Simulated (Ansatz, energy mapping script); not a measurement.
# Spin model of CoO from collinear orders, part 2 of 2

Aim: the exchange couplings of CoO from the energies of a few collinear orders, and the ordering temperature that they give.

PBEsol with U = 2.31 eV on Co d, ortho-atomic projectors; plane waves, U on orthogonalised atomic orbitals unless named otherwise, collinear spin, no spin–orbit coupling.

So far. Step 8 (Order 6: uncompensated ++−, cell C of 6 atoms): The run ends ferrimagnetic, 41.45 meV a magnetic atom below the parallel order of its cell. Step 9 (Order 7: parallel, cell D of 6 atoms): The run ends ferromagnetic. For each magnetic atom its energy differs from the parallel run of the first cell by -0.02 meV, an error that one common reference would have brought in.

## Step 10: Order 8: uncompensated ++−, cell D of 6 atoms

This order reverses 5.33 of the 12 neighbours at 3.01 Å, 1.33 of the 6 neighbours at 4.26 Å and 16 of the 24 neighbours at 5.22 Å, counted for an average magnetic atom.

input.yaml

```yaml
crystal:
  lattice:
    - [0.0, 2.1315, 2.1315]
    - [0.0, 2.1315, -2.1315]
    - [-6.3945, -2.1315, 0.0]
  atoms:
    - { symbol: Co, position: [0.0, 0.0, 0.0], spin: 3.0 }
    - { symbol: Co, position: [0.333333333, 0.333333333, 0.666666667], spin: 3.0 }
    - { symbol: Co, position: [0.666666667, 0.666666667, 0.333333333], spin: -3.0 }
    - { symbol: O, position: [0.833333333, 0.833333333, 0.666666667] }
    - { symbol: O, position: [0.166666667, 0.166666667, 0.333333333] }
    - { symbol: O, position: [0.5, 0.5, 0.0] }
magnetization:
  spin_polarized: true
kpoints:
  mp_grid: { grid: [8, 8, 8] }
hamiltonian:
  xc: pbesol
  hubbard:
    sites:
      - { species: Co, l: d, u_eff: 2.31 }
      - { site: 0, l: d, u_eff: 2.31, starting_ns: [{ spin: up, occupation_matrix: co1_major }, { spin: down, occupation_matrix: co1_minor }] }
      - { site: 1, l: d, u_eff: 2.31, starting_ns: [{ spin: up, occupation_matrix: co1_major }, { spin: down, occupation_matrix: co1_minor }] }
      - { site: 2, l: d, u_eff: 2.31, starting_ns: [{ spin: up, occupation_matrix: co1_minor }, { spin: down, occupation_matrix: co1_major }] }
    projectors: ortho-atomic
    occupation_matrices:
      co1_major:
        matrix:
          - [0.996, 0.0, 0.0, 0.0, 0.0]
          - [0.0, 0.998, 0.0, 0.0, 0.0]
          - [0.0, 0.0, 0.998, 0.0, 0.0]
          - [0.0, 0.0, 0.0, 0.996, 0.0]
          - [0.0, 0.0, 0.0, 0.0, 0.998]
      co1_minor:
        matrix:
          - [0.189, -0.062, -0.062, 0.0, -0.125]
          - [-0.062, 0.659, -0.293, -0.108, 0.293]
          - [-0.062, -0.293, 0.659, 0.108, 0.293]
          - [0.0, -0.108, 0.108, 0.189, 0.0]
          - [-0.125, 0.293, 0.293, 0.0, 0.659]
scf:
  occupations: { method: fermi_dirac, width: 0.05 }
output:
  eigenvalues: true
```

Started as:

```
$ ansatz run input.yaml --threads 4 --pin off --max-ram 8192MiB --backend cpu --events-out ev --progress --plain --runs-dir out
```

Wall time 26 s (4 threads of Arm Neoverse V2, shared host); peak memory 1.3 GiB; 1.7 min of CPU time.

The run ends ferrimagnetic, 16.61 meV a magnetic atom below the parallel order of its cell.

## Step 11: Mapping onto a Heisenberg model

Each energy difference is a sum of couplings weighted by the pairs that the order reverses. A few near shells are fitted to the differences by least squares. Energies are those extrapolated to zero occupation width, not the free energies F.

Energies from the parallel order of the same cell:

```csv
order,atoms,energy (meV a magnetic atom),moments (μB),moments kept as typed,"opposed neighbours at 3.01, 4.26, 5.22 Å"
parallel in cell A,4,0.00,2.57,yes,"0, 0, 0"
compensated +− in cell A,4,26.72,2.56,yes,"8, 0, 16"
parallel in cell B,4,0.00,2.57,yes,"0, 0, 0"
compensated +− in cell B,4,-111.30,2.48,yes,"6, 6, 12"
parallel in cell C,6,0.00,2.57,yes,"0, 0, 0"
uncompensated ++− in cell C,6,-41.45,2.49 to 2.53,yes,"6.67, 2.67, 8"
parallel in cell D,6,0.00,2.57,yes,"0, 0, 0"
uncompensated ++− in cell D,6,-16.61,2.52 to 2.55,yes,"5.33, 1.33, 16"
```

Couplings from the energies, with E = −Σ J e·e over ordered pairs:

```csv
pair,distance (Å),neighbours,J (meV)
Co–Co,3.01,12,1.51
Co–Co,4.26,6,-10.9
Co–Co,5.22,24,-0.0163
```

These orders cannot tell some unfitted shells from fitted ones: the value at 3.01 Å holds J(3.01) + 4 J(7.98); other unfitted shells add to the values wholly or in part.

Adding the shell at 6.03 Å gives 1.8, -11, -0.050 and -0.44 meV and a mean-field temperature of 467 K, an exact solve that tests nothing.

In mean field these couplings order at 507 K, at q = (0.50, 0.50, 0.50) in fractions of the conventional cell's reciprocal vectors, and give a Curie–Weiss temperature of -370 K.

## Step 12: Monte Carlo

Mean field ignores fluctuations and overstates the ordering temperature, so the model is also sampled. The heat capacity peaks where order sets in.

Classical unit spins with these couplings on 8×8×4 copies of a cell that holds the lowest order (512 spins), heat-bath sweeps, cooled from random directions, 1009 sweeps to settle and 3027 measured at each temperature, averaged over 4 runs.

```csv
T (K),order along the lowest pattern,net moment,heat capacity (k_B a spin)
60.8,0.42,0.01,1.03
104,0.40,0.01,1.07
169,0.37,0.02,1.15
212,0.35,0.02,1.27
255,0.33,0.02,1.40
320,0.29,0.02,1.86
342,0.26,0.02,1.87
363,0.23,0.02,1.97
407,0.16,0.03,1.26
450,0.12,0.03,0.72
515,0.09,0.03,0.37
558,0.08,0.03,0.28
```

The smoothed heat capacity peaks at 347 K. The order column follows one pattern alone; equivalent domains or another pattern share the rest.

## Step 13: Beside the first set of runs

The first set of orders, under PBEsol+U (1.16 eV), took 8.2 min of CPU time summed over its finished orders (seed run apart), these 7.8 min.

```csv
quantity,this set,first set
"J at 3.01 Å, meV",1.51,2.31
"J at 4.26 Å, meV",-10.9,-13.4
"J at 5.22 Å, meV",-0.0163,-0.0360
"ordering temperature, mean field, K",507,623
"heat-capacity peak, Monte Carlo, K",347,426
```

The coupling that led in the first set goes from -13.4 to -10.9 meV.

## Step 14: Summary of results

```json
{
 "lowest order tried": "compensated +− in cell B",
 "largest fitted value (a combination of shells), Co–Co at 4.26 Å": "-10.9 meV",
 "ordering temperature, mean field": "507 K",
 "heat-capacity peak, Monte Carlo": "347 K"
}
```

Of the orders tried, CoO prefers the order “compensated +− in cell B” under PBEsol+U (2.31 eV), with 6 of 12 neighbours at 3.01 Å, 6 of 6 neighbours at 4.26 Å and 12 of 24 neighbours at 5.22 Å opposed, and the heat capacity of the fitted model peaks near 347 K (Monte Carlo, classical spins). The coupling at 4.26 Å is 0.81 times that of the first set, at 0.95 times the CPU time. The largest fitted coupling is the Co–Co pair at 4.26 Å, antiferromagnetic at -11 meV, across a ligand at about 180°. The straight metal–ligand–metal path outweighs the right-angled one, the pattern expected of superexchange through one ligand p orbital, which these runs do not test. The orders also reverse pairs at 6.03 Å, which are not fitted, so the fitted values hold their part too. With 4 differences for 3 couplings the fit misses by 3.1 meV at most, a small part of the spread. In the fitted orders moments change by up to 3.6 % against the parallel run of the same cell, so their size stays put. Monte Carlo puts the peak at 0.68 of the mean-field temperature, since mean field leaves out fluctuations. In tests on simple cubic and body-centred models such peaks lay 5 to 6 % under the bulk value. On cooling, the order along the one computed pattern stays at or under 0.47: the model settles in an equivalent domain, a degenerate mixture or another order. The parallel order holds 3 μB a magnetic atom, spin 1.5; the common factor (S+1)/S would raise the classical 347 K to 578 K, a correction that often overshoots. The program narrowed the symmetry for the carried occupation matrices. Where that marks an ordered orbital filling, bonds of one length need not share one coupling; each fitted J is a mean over the bonds that the orders reverse. The classical value and the one scaled by (S+1)/S differ by a factor of 1.7, so closeness of either to the measured temperature is partly a matter of convention.

Comparison with the measured values:

| quantity | measured | PBEsol+U (2.31 eV), Monte Carlo | PBEsol+U (2.31 eV), Monte Carlo × (S+1)/S |
| --- | --- | --- | --- |
| ordering temperature (spin model) (K) | 291 | 347 (+19.1 %) | 578 (+98.6 %) |

Measured values from arxiv:2004.06613 (2020).

How well it matches: The ordering temperature is off by +19.1 % at PBEsol+U (2.31 eV), Monte Carlo: fair agreement. No cell relaxation is part of this session.

[Logs and program files are shortened in this print: banners, set-up blocks, solver, clock and traceback lines can be left out without a mark of their own.]

[Logs are printed without paths, hosts, clocks, repeated set-up lines and the standing remarks that a program may print on its own settings, such as how far it seeks lower states.]

[Hosts, paths, dates, database ids (printed as entryN), source tags and the programs' standing remarks are cut or masked in the printed files.]

[Where a cell is said to come from a database of computed structures, the database is the Materials Project.]
